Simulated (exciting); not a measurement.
# Electron–core-hole interaction in the Br K spectrum of BiBrO, part 2 of 2

Aim: the Br K absorption edge of BiBrO with the electron–hole interaction treated explicitly, and what each term of the kernel does.

exciting sodium; X-ray absorption, core-level Bethe-Salpeter equation, exchange and statically screened direct term, Tamm-Dancoff, all-electron LAPW+lo LDA.

So far. Step 3 (A richer basis for the empty states): Against the first ground state the total energy moves by -16 meV an atom and the gap by -0.04 eV.

The database entry behind the starting cell differs from later determinations by our own check (0.1 to 0.3 % short, probably kX units), so it need not match the best structure at ambient conditions.

### Step 4. Screening, kernels and BSE for Br atom 3

The absorber has 4 Bi at 3.18 Å, 4 O at 3.42 Å, 4 Br at 3.71 Å, 4 Br at 3.92 Å and 2 Bi at 4.03 Å (18-fold, site symmetry 4mm).

Contents of input.xml:

```
<input>
  <title>BiBrO</title>
  <structure speciespath="." autormt="false" epslat="1.0e-5">
    <crystal>
      <basevect>7.4001675027 0.0000000000 0.0000000000</basevect>
      <basevect>0.0000000000 7.4001675027 0.0000000000</basevect>
      <basevect>0.0000000000 0.0000000000 15.2633179058</basevect>
    </crystal>
    <species speciesfile="Bi.xml" rmt="2.240">
      <atom coord="0.5000000000 0.0000000000 0.8460000000"/>
      <atom coord="0.0000000000 0.5000000000 0.1540000000"/>
    </species>
    <species speciesfile="Br.xml" rmt="2.300">
      <atom coord="0.5000000000 0.0000000000 0.3470000000"/>
      <atom coord="0.0000000000 0.5000000000 0.6530000000"/>
    </species>
    <species speciesfile="O.xml" rmt="2.012">
      <atom coord="0.5000000000 0.5000000000 0.0000000000"/>
      <atom coord="0.0000000000 0.0000000000 0.0000000000"/>
    </species>
  </structure>
  <groundstate do="skip" xctype="LDA_PW" ngridk="4 4 2" rgkmax="7" gmaxvr="14" nempty="8" swidth="0.001" maxscl="100" epsengy="1e-5"/>
  <xs xstype="BSE" ngridk="3 3 2" ngridq="3 3 2" vkloff="0.097 0.273 0.493" rgkmax="7" nempty="46" gqmax="3" lmaxapwwf="5" lmaxemat="2" broad="0.04630" tevout="true">
    <energywindow intv="487.801 489.418" points="439"/>
    <screening screentype="full" nempty="75"/>
    <BSE xas="true" xasspecies="2" xasatom="1" xasedge="K" bsetype="singlet" nstlxas="1 42"/>
    <qpointset>
      <qpoint>0 0 0</qpoint>
    </qpointset>
    <plan>
      <doonly task="xsgeneigvec"/>
      <doonly task="writepmatxs"/>
      <doonly task="scrgeneigvec"/>
      <doonly task="scrwritepmat"/>
      <doonly task="screen"/>
      <doonly task="scrcoulint"/>
      <doonly task="exccoulint"/>
    </plan>
  </xs>
</input>
```

Contents of input.xml for the last start (plan only):

```
  <plan>
    <doonly task="bse"/>
  </plan>
```

Command:

```bash
> OMP_NUM_THREADS=1 mpirun -n 4 exciting
> OMP_NUM_THREADS=4 exciting
```

Numbers of over 12 decimals in the logs are rounded to 6 here.

The program printed:

```text
| EXCITING SODIUM started for task xsgeneigvec ( 301)                          =
One-shot GS runs for BSE calculations
One-shot GS runs for k+qmt/2 grids
Info(xsgeneigvec): Generating eigenvectors for Q-point      1
Info(xsgeneigvec): Generation of eigenvectors finished
| EXCITING SODIUM started for task writepmatxs ( 320)                          =
Info(writepmatxs): Momentum matrix elements finished
| EXCITING SODIUM started for task scrgeneigvec ( 401)                         =
One-shot GS runs for BSE calculations
One-shot GS runs for k+qmt/2 grids
Info(xsgeneigvec): Generating eigenvectors for Q-point      1
Using screening GS parameters.
Info(xsgeneigvec): Generation of eigenvectors finished
| EXCITING SODIUM started for task scrwritepmat ( 420)                         =
Info(writepmatxs): Momentum matrix elements finished
Info(scrwritepmat): Momentum matrix elements for screening finished
| EXCITING SODIUM started for task screen ( 430)                               =
Info(screenlauncher): Calculating screening for unshifted q-grid.
Info(screenlauncher): Number of q points:       6
Info(screenlauncher): lowest (partially)  unoccupied state:     39
Info(screenlauncher): highest (partially) occupied state  :     38
Info(screenlauncher): number of occupied states considered:   38
Info(screenlauncher): number of unoccupied states considered:   76
Info(screenlauncher): Starting loop over q-points
Info(screenlauncher): Screening for unshifted q-grid finished
Info(screenlauncher): Screening finished
| EXCITING SODIUM started for task scrcoulint ( 440)                           =
Info(scrcoulintlauncher): Setting up screened Coulomb interaction matrix W.
Info(scrcoulintlauncher): Using momentum transfer vectors from list :   1 to  1
Info(scrcoulintlauncher): Calculating screened Coulomb interaction matrix W
Info(scrcoulintlauncher): Momentum transfer list index: iqmt=  1
Info(scrcoulintlauncher): Momentum transfer: vqmtl=   0.000   0.000   0.000
Info(scrcoulintlauncher): Calculating RR block of W
Info(scrcoulint): Inspecting occupations...
Info(setranges_modxs): Number of non-reduced k-points:       18
Info(setranges_modxs): Number of states considered:       85
Info(setranges_modxs): Number of (partially) occupied states:       18
Info(setranges_modxs): Highest (partially) occupied states:       38
Info(setranges_modxs): Number of (partially) unoccupied states:       47
Info(setranges_modxs): Lowest (partially) unoccupied states:       39
Info(scrcoulint): Selecting transitions...
Info(select_transitions): Inspecting transitions in the  band interval:
  lowest occupied state:   1
  highest occupied state:   2
  lowest unoccupied state:  39
  highest unoccupied state:  80
  Opening gap with a scissor of:      0.000/H      0.000/eV
Info(select_transitions): Number of participating transitions:    1512
Info(scrcoulint): Size of file SCCLI will be about     0.017979 GB
Info(scrcoulint): Using q-grid
Info(scrcoulint): Number of reduced q-points:      6
Info(scrcoulint): Number of non-reduced q-points:     18
Info(scrcoulint): Calculating W(G1,G2,qr) fourier coefficients
Info(scrcoulint): Calculating W matrix elements
Info(scrcoulintlauncher): Screened coulomb interaction finished for iqmt=   1
| EXCITING SODIUM started for task exccoulint ( 441)                           =
Info(exccoulintlauncher): Setting up exchange interaction matrix V.
Info(exccoulintlauncher): Using momentum transfer vectors from list :   1 to  1
Info(exccoulintlauncher):Calculating exchange interaction matrix V
Info(exccoulintlauncher): Momentum transfer list index: iqmt=  1
Info(exccoulintlauncher): Momentum transfer: vqmtl=   0.000   0.000   0.000
Info(exccoulintlauncher): Calculating RR block of V
Info(exccoulint): Inspecting occupations...
Info(setranges_modxs): Number of non-reduced k-points:       18
Info(setranges_modxs): Number of states considered:       85
Info(setranges_modxs): Number of (partially) occupied states:       18
Info(setranges_modxs): Highest (partially) occupied states:       38
Info(setranges_modxs): Number of (partially) unoccupied states:       47
Info(setranges_modxs): Lowest (partially) unoccupied states:       39
Info(exccoulint): Selecting transitions...
Info(select_transitions): Inspecting transitions in the  band interval:
  lowest occupied state:   1
  highest occupied state:   2
  lowest unoccupied state:  39
  highest unoccupied state:  80
  Opening gap with a scissor of:      0.000/H      0.000/eV
Info(select_transitions): Number of participating transitions:    1512
Info(exccoulint): Size of file EXCLI will be about     0.017979 GB
Info(exccoulint): Generating plane wave matrix elements for momentum transfer iqmt=   1
  Timing (in seconds)	   :     643.354
Info(exccoulint): Generating V matrix elements
Info(exccoulint): Zeroing Coulomb potential at G+qmt index:  1
Info(exccoulintlauncher): Exchange interaction finished for iqmt=   1
| EXCITING SODIUM started for task bse ( 445)                                  =
Info(bselauncher): Init time:    1.650662
Info(bselauncher): Setting up and diagonalizing BSE Hamiltonian.
Info(bselauncher): Using momentum transfer vectors from list :   1 to  1
Info(bselauncher): Distributing qmt-points over   1 processes.
Info(bselauncher): BSE type: singlet
Info(bselauncher): Momentum transfer list index: iqmt=  1
Info(bselauncher): Momentum transfer: vqmtl=   0.000   0.000   0.000
Info(bse): Inspecting occupations...
Info(setranges_modxs): Number of non-reduced k-points:       18
Info(setranges_modxs): Number of states considered:       85
Info(setranges_modxs): Number of (partially) occupied states:       18
Info(setranges_modxs): Highest (partially) occupied states:       38
Info(setranges_modxs): Number of (partially) unoccupied states:       47
Info(setranges_modxs): Lowest (partially) unoccupied states:       39
Info(select_transitions): Inspecting transitions in the  band interval:
  lowest occupied state:   1
  highest occupied state:   2
  lowest unoccupied state:  39
  highest unoccupied state:  80
  Opening gap with a scissor of:      0.000/H      0.000/eV
Info(select_transitions): Number of participating transitions:    1512
Info(bse): Selecting transitions...
Info(bse):bsegap (eV): 13286.156877
Info(bse): Assembling BSE matrix
  RR/RA blocks of global BSE-Hamiltonian:
  Size of the Hamiltonian:    1512
  Number of k-points:      18
  Distributing matrix to   1 processes
  Local matrix shape   1512 x  1512
Info(bse): max local RAM needed for BSE matrices ~     0.034066 GB
Info(setup_bse_block): Setting up RR part of hamiltonian
Info(setup_bse_block): Singlet spin state
Info(bse): Diagonalizing RR Hamiltonian (TDA)
Info(bse): Invoking Lapack routine ZHEEVR
      1512 eigen solutions found in the interval:
         i1=       1 i2=    1512
Info(bse): Writing excition energies and oscillator strengths to text file.
Info(makespectrum_dist): Making spectrum using formula for coupling with time reversed AR basis.
Info(makespectrum_dist): Using formalism for vanishing momentum transfer.
Info(writederived): Writing quantities derived from the macroscopic dielectric function.
Info(bselauncher): Spectrum finished for iqmt=  1
Info(bselauncher): All done for BSE type singlet
```

It took 16 min on 4 MPI ranks of Intel Xeon at 2.70GHz, shared host.

Wall time by task: xsgeneigvec 15 s, writepmatxs 15 s, scrgeneigvec 12 s, scrwritepmat 13 s, screen 2.3 min, scrcoulint 1.7 min, exccoulint 11 min, bse 5.3 s.

The Br K spectrum of Br atom 3 (energy from the Kohn–Sham onset, core level to the lowest empty state found on the meshes used, 13285.75 eV; the ground-state mesh sets it, and the shifted mesh has its lowest transition 0.41 eV above it; Im ε scaled to the maximum of the singlet run; cut below the end of the band set):

```csv
E (eV),isotropic,ε ⊥ c,ε ∥ c
-9.5,0.03,0.03,0.02
-9.0,0.03,0.03,0.03
-8.5,0.03,0.03,0.03
-8.0,0.03,0.04,0.03
-7.5,0.04,0.04,0.03
-7.0,0.04,0.04,0.04
-6.5,0.05,0.05,0.04
-6.0,0.05,0.05,0.05
-5.5,0.06,0.06,0.05
-5.0,0.06,0.07,0.06
-4.5,0.07,0.08,0.07
-4.0,0.09,0.09,0.08
-3.5,0.10,0.11,0.09
-3.0,0.12,0.13,0.11
-2.5,0.15,0.16,0.14
-2.0,0.19,0.19,0.18
-1.5,0.25,0.25,0.23
-1.0,0.33,0.34,0.32
-0.5,0.47,0.47,0.45
0.0,0.65,0.66,0.61
0.5,0.84,0.90,0.73
1.0,0.97,1.09,0.73
1.5,1.00,1.16,0.68
2.0,0.93,1.09,0.62
2.5,0.82,0.95,0.56
3.0,0.70,0.80,0.50
3.5,0.59,0.66,0.46
4.0,0.52,0.55,0.47
4.5,0.51,0.49,0.54
5.0,0.55,0.49,0.67
5.5,0.65,0.54,0.87
6.0,0.76,0.62,1.03
6.5,0.80,0.67,1.06
7.0,0.78,0.69,0.97
7.5,0.74,0.68,0.87
8.0,0.70,0.64,0.80
8.5,0.67,0.62,0.78
9.0,0.68,0.62,0.79
9.5,0.68,0.63,0.78
10.0,0.65,0.62,0.72
10.5,0.62,0.60,0.65
11.0,0.59,0.59,0.58
11.5,0.57,0.60,0.53
12.0,0.58,0.61,0.51
12.5,0.58,0.62,0.49
13.0,0.58,0.63,0.47
13.5,0.58,0.65,0.45
14.0,0.60,0.68,0.44
14.5,0.62,0.71,0.43
15.0,0.62,0.72,0.42
15.5,0.61,0.71,0.43
16.0,0.61,0.69,0.44
16.5,0.60,0.66,0.46
17.0,0.58,0.64,0.47
17.5,0.56,0.61,0.45
18.0,0.52,0.58,0.41
```

Maxima (height): 1.4 eV (1.00), 6.5 eV (0.80) and 15.0 eV (0.62).

The Hamiltonian has 1512 rows. The lowest groups of eigenvalues and the brightest ones, on the scale above (the program counts from the shifted mesh's onset, 0.41 eV higher). Core spinors bring spin-forbidden partners, so dark means forbidden by spin or by symmetry, and the shifted mesh splits states that symmetry would keep together:

```csv
energy (eV),states within 10 meV,relative strength
-0.128,2,0.11
0.137,2,0.0059
0.346,2,0.68
0.555,2,0.27
0.635,4,0.21
0.723,4,1.00
0.998,2,0.56
1.158,2,0.42
1.362,2,0.37
1.716,2,0.44
5.955,2,0.47
```

### Step 5. Independent particles

Changes to input.xml since step 4:

```diff
@@ -25,3 +25,3 @@
     <screening screentype="full" nempty="75"/>
-    <BSE xas="true" xasspecies="2" xasatom="1" xasedge="K" bsetype="singlet" nstlxas="1 42"/>
+    <BSE xas="true" xasspecies="2" xasatom="1" xasedge="K" bsetype="IP" nstlxas="1 42"/>
     <qpointset>
@@ -30,9 +30,3 @@
     <plan>
-      <doonly task="xsgeneigvec"/>
-      <doonly task="writepmatxs"/>
-      <doonly task="scrgeneigvec"/>
-      <doonly task="scrwritepmat"/>
-      <doonly task="screen"/>
-      <doonly task="scrcoulint"/>
-      <doonly task="exccoulint"/>
+      <doonly task="bse"/>
     </plan>
```

Command:

```bash
> OMP_NUM_THREADS=4 exciting
```

The program printed:

```text
| EXCITING SODIUM started for task bse ( 445)                                  =
Info(bselauncher): Init time:    1.772206
Info(bselauncher): Setting up and diagonalizing BSE Hamiltonian.
Info(bselauncher): Using momentum transfer vectors from list :   1 to  1
Info(bselauncher): Distributing qmt-points over   1 processes.
Info(bselauncher): BSE type: IP
Info(bselauncher): Momentum transfer list index: iqmt=  1
Info(bselauncher): Momentum transfer: vqmtl=   0.000   0.000   0.000
Info(bse): Inspecting occupations...
Info(setranges_modxs): Number of non-reduced k-points:       18
[...]
highest unoccupied state:  80
  Opening gap with a scissor of:      0.000/H      0.000/eV
Info(select_transitions): Number of participating transitions:    1512
Info(bse): Selecting transitions...
Info(bse):bsegap (eV): 13286.156877
Info(bse): IP requested, nothing much to do
Info(bse): Writing excition energies and oscillator strengths to text file.
Info(makespectrum_dist): Making spectrum using formula for coupling with time reversed AR basis.
Info(makespectrum_dist): Using formalism for vanishing momentum transfer.
Info(writederived): Writing quantities derived from the macroscopic dielectric function.
Info(bselauncher): Spectrum finished for iqmt=  1
Info(bselauncher): All done for BSE type IP
```

Elapsed: 3 s, on 4 threads.

Maxima (height): 2.9 eV (0.76), 7.9 eV (0.71), 10.2 eV (0.68) and 17.7 eV (0.76). The spectrum differs from the singlet run by 31 % r.m.s. Moving the earlier curve by +1.5 eV leaves 17 %. The highest maximum lies at 17.7 eV (0.76), against 1.4 eV (1.00).

### Step 6. Exchange alone

Changes to input.xml since step 5:

```diff
@@ -25,3 +25,3 @@
     <screening screentype="full" nempty="75"/>
-    <BSE xas="true" xasspecies="2" xasatom="1" xasedge="K" bsetype="IP" nstlxas="1 42"/>
+    <BSE xas="true" xasspecies="2" xasatom="1" xasedge="K" bsetype="RPA" nstlxas="1 42"/>
     <qpointset>
```

Command:

```bash
> OMP_NUM_THREADS=4 exciting
```

The program printed:

```text
| EXCITING SODIUM started for task bse ( 445)                                  =
Info(bselauncher): Init time:    1.890777
Info(bselauncher): Setting up and diagonalizing BSE Hamiltonian.
Info(bselauncher): Using momentum transfer vectors from list :   1 to  1
Info(bselauncher): Distributing qmt-points over   1 processes.
Info(bselauncher): BSE type: RPA
Info(bselauncher): Momentum transfer list index: iqmt=  1
Info(bselauncher): Momentum transfer: vqmtl=   0.000   0.000   0.000
Info(bse): Inspecting occupations...
Info(setranges_modxs): Number of non-reduced k-points:       18
[...]
Info(setup_bse_block): Setting up RR part of hamiltonian
Info(setup_bse_block): Using RPA approximation
Info(bse): Diagonalizing RR Hamiltonian (TDA)
Info(bse): Invoking Lapack routine ZHEEVR
      1512 eigen solutions found in the interval:
         i1=       1 i2=    1512
Info(bse): Writing excition energies and oscillator strengths to text file.
Info(makespectrum_dist): Making spectrum using formula for coupling with time reversed AR basis.
Info(makespectrum_dist): Using formalism for vanishing momentum transfer.
Info(writederived): Writing quantities derived from the macroscopic dielectric function.
Info(bselauncher): Spectrum finished for iqmt=  1
Info(bselauncher): All done for BSE type RPA
```

Elapsed: 6 s, on 4 threads.

Maxima (height): 2.9 eV (0.76), 7.9 eV (0.71), 10.2 eV (0.68) and 17.7 eV (0.76). The spectrum is that of the independent-particle run within 1 %.

### Step 7. Another input

In this try the input is made faulty on purpose, to show what that does.

Changes to input.xml since step 6:

```diff
@@ -24,4 +24,4 @@
     <energywindow intv="487.801 489.418" points="439"/>
-    <screening screentype="full" nempty="75"/>
-    <BSE xas="true" xasspecies="2" xasatom="1" xasedge="K" bsetype="RPA" nstlxas="1 42"/>
+    <screening screentype="full" nempty="8"/>
+    <BSE xas="true" xasspecies="2" xasatom="1" xasedge="K" bsetype="singlet" nstlxas="1 42"/>
     <qpointset>
@@ -30,3 +30,6 @@
     <plan>
-      <doonly task="bse"/>
+      <doonly task="scrgeneigvec"/>
+      <doonly task="scrwritepmat"/>
+      <doonly task="screen"/>
+      <doonly task="scrcoulint"/>
     </plan>
```

Contents of input.xml for the last start (plan only):

```
  <plan>
    <doonly task="bse"/>
  </plan>
```

Command:

```bash
> OMP_NUM_THREADS=1 mpirun -n 4 exciting
> OMP_NUM_THREADS=4 exciting
```

The program printed:

```text
| EXCITING SODIUM started for task scrgeneigvec ( 401)                         =
One-shot GS runs for BSE calculations
One-shot GS runs for k+qmt/2 grids
Info(xsgeneigvec): Generating eigenvectors for Q-point      1
Using screening GS parameters.
Info(xsgeneigvec): Generation of eigenvectors finished
| EXCITING SODIUM started for task scrwritepmat ( 420)                         =
Info(writepmatxs): Momentum matrix elements finished
Info(scrwritepmat): Momentum matrix elements for screening finished
| EXCITING SODIUM started for task screen ( 430)                               =
[...]
Info(setup_bse_block): Setting up RR part of hamiltonian
Info(setup_bse_block): Singlet spin state
Info(bse): Diagonalizing RR Hamiltonian (TDA)
Info(bse): Invoking Lapack routine ZHEEVR
      1512 eigen solutions found in the interval:
         i1=       1 i2=    1512
Info(bse): Writing excition energies and oscillator strengths to text file.
Info(makespectrum_dist): Making spectrum using formula for coupling with time reversed AR basis.
Info(makespectrum_dist): Using formalism for vanishing momentum transfer.
Info(writederived): Writing quantities derived from the macroscopic dielectric function.
Info(bselauncher): Spectrum finished for iqmt=  1
Info(bselauncher): All done for BSE type singlet
```

It took 3 min on 4 MPI ranks.

Wall time by task: scrgeneigvec 15 s, scrwritepmat 9.7 s, screen 46 s, scrcoulint 1.7 min, bse 5.3 s.

The input has a fault: far too few empty states in the screening. The spectrum differs from the singlet run by 10 % r.m.s. The highest maximum lies at 0.9 eV (1.10), against 1.4 eV (1.00). The first bright state moves from -0.13 to -0.22 eV. Too few states underscreen, so the attraction is too strong.

```csv
E (eV),first run,this run
-9.0,0.03,0.03
-8.0,0.03,0.04
-7.0,0.04,0.05
-6.0,0.05,0.06
-5.0,0.06,0.07
-4.0,0.09,0.10
-3.0,0.12,0.15
-2.0,0.19,0.24
-1.0,0.33,0.44
0.0,0.65,0.85
1.0,0.97,1.10
2.0,0.93,0.91
3.0,0.70,0.65
4.0,0.52,0.51
5.0,0.55,0.57
6.0,0.76,0.77
7.0,0.78,0.76
8.0,0.70,0.68
9.0,0.68,0.67
10.0,0.65,0.63
11.0,0.59,0.57
12.0,0.58,0.56
13.0,0.58,0.55
14.0,0.60,0.57
15.0,0.62,0.58
16.0,0.61,0.56
17.0,0.58,0.53
18.0,0.52,0.47
```

### Step 8. The levels of theory side by side

```csv
level,curve passes 0.15 (eV),highest maximum (eV),its height
IP,-0.8,17.7,0.76
RPA,-0.8,17.7,0.76
singlet,-2.5,1.4,1.00
```

```csv
E (eV),IP,RPA,singlet
-9.0,0.02,0.02,0.03
-8.0,0.02,0.02,0.03
-7.0,0.03,0.03,0.04
-6.0,0.03,0.03,0.05
-5.0,0.04,0.04,0.06
-4.0,0.05,0.05,0.09
-3.0,0.07,0.07,0.12
-2.0,0.09,0.09,0.19
-1.0,0.14,0.14,0.33
0.0,0.23,0.23,0.65
1.0,0.42,0.42,0.97
2.0,0.65,0.65,0.93
3.0,0.76,0.76,0.70
4.0,0.64,0.63,0.52
5.0,0.45,0.45,0.55
6.0,0.45,0.45,0.76
7.0,0.62,0.62,0.78
8.0,0.71,0.71,0.70
9.0,0.67,0.67,0.68
10.0,0.67,0.67,0.65
11.0,0.65,0.65,0.59
12.0,0.61,0.61,0.58
13.0,0.61,0.61,0.58
14.0,0.62,0.62,0.60
15.0,0.68,0.68,0.62
16.0,0.73,0.73,0.61
17.0,0.75,0.75,0.58
18.0,0.76,0.76,0.52
```

### Step 9. What came out

| Item | Value |
| --- | --- |
| absorber and edge | Br K, atom 3 |
| surroundings | 4 Bi at 3.18 Å, 4 O at 3.42 Å, 4 Br at 3.71 Å, 4 Br at 3.92 Å and 2 Bi at 4.03 Å (18-fold, site symmetry 4mm) |
| first bright state | -0.13 eV from the Kohn–Sham onset, on this mesh |
| highest maximum | 1.4 eV |
| cost of the BSE run | 16 min on 4 MPI ranks of Intel Xeon at 2.70GHz, shared host; the last task ran on as many threads |

In words: Is a core exciton bound? Undecided on this mesh: the first bright state (over 5 % of the brightest) lies at -0.13 eV from the Kohn–Sham onset and at -0.54 eV from the lowest bare transition of its own mesh. Exchange alone changes the independent-particle spectrum by 0.0 % r.m.s. Binding energies aren't converged on 18 k points, and fine structure above the first lines is partly noise of the mesh. The kernel cutoff is low for a compact core orbital, so the effect of exchange is a lower bound. The zero comes from the unshifted 4×4×2 ground-state mesh; it is exact only where the band minimum lies on that mesh. The Kohn–Sham onset, 13286 eV, is no photon energy: the scale needs a rigid shift. Bands and screening come from semilocal DFT, whose small gap overscreens. Vibrations and energy-dependent lifetimes are left out. The structure is a published determination, not relaxed.

[Banner, clock and machine lines of the logs are left out without a mark of their own.]

[Logs are printed without paths, hosts, clocks, repeated set-up lines and the standing remarks that a program may print on its own settings, such as how far it seeks lower states.]

[Hosts, paths, dates, database ids (printed as entryN), source tags and the programs' standing remarks are cut or masked in the printed files.]
